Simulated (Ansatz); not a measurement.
The compound is TcCl2 (1T sheet).

The cell holds 3 atoms: 1 Tc and 2 Cl. Cell: a = 3.234 Å, b = 3.234 Å, c = 30.112 Å, α = 90.0°, β = 90.0°, γ = 120.0°. Vacuum lies along c.

```xyz
3
Lattice="-2.2870 0.0000 -2.2870 0.0000 2.2870 2.2870 17.3850 17.3850 -17.3850" Properties=species:S:1:pos:R:3
Tc    5.5298    5.5298   -5.5298
Cl    5.6515    7.9385   -5.6515
Cl    3.1212    5.4081   -5.4081
```

The structure was relaxed with PBEsol. The structure was generated from a model, not taken from a measurement. The runs that relaxed it are not among those shown. The program's search for lower electronic states was switched off, so nothing shows that the state found is the lowest. PAW set soft_2, made with PBE.

A constrained-RPA run (Ansatz 0.2.0; non-magnetic PBEsol; Tc t2g + anion p, bands v9 to v1, 6×6×1 mesh, medium accuracy) builds 9 functions on bands 8.9 eV wide, with 17.0 electrons in the window. The bare on-site interaction is 14.0 eV and the bare J 0.55 eV.

Question: What U and J survive the screening?

On the Tc t2g shell, U = 3.83 eV (27 % of the bare value), U′ = 3.02 eV, J = 0.38 eV.

The parent state is non-magnetic and the interaction static (zero frequency); U depends on the window and the orbitals, so it belongs to this model alone. A window that holds the anion p bands defines a model with explicit ligands; its U belongs to that model and is not the U of DFT+U.

[Paths, hosts, dates, memory and timing lines, banners, echoed tables and standing remarks are left out of the program output.]

[Logs are printed without paths, hosts, clocks, repeated set-up lines and the standing remarks that a program may print on its own settings, such as how far it seeks lower states.]

[Runs of the session that timed out or met a known fault of the program may be left out.]

[Hosts, paths, dates, database ids (printed as entryN), source tags and the programs' standing remarks are cut or masked in the printed files.]
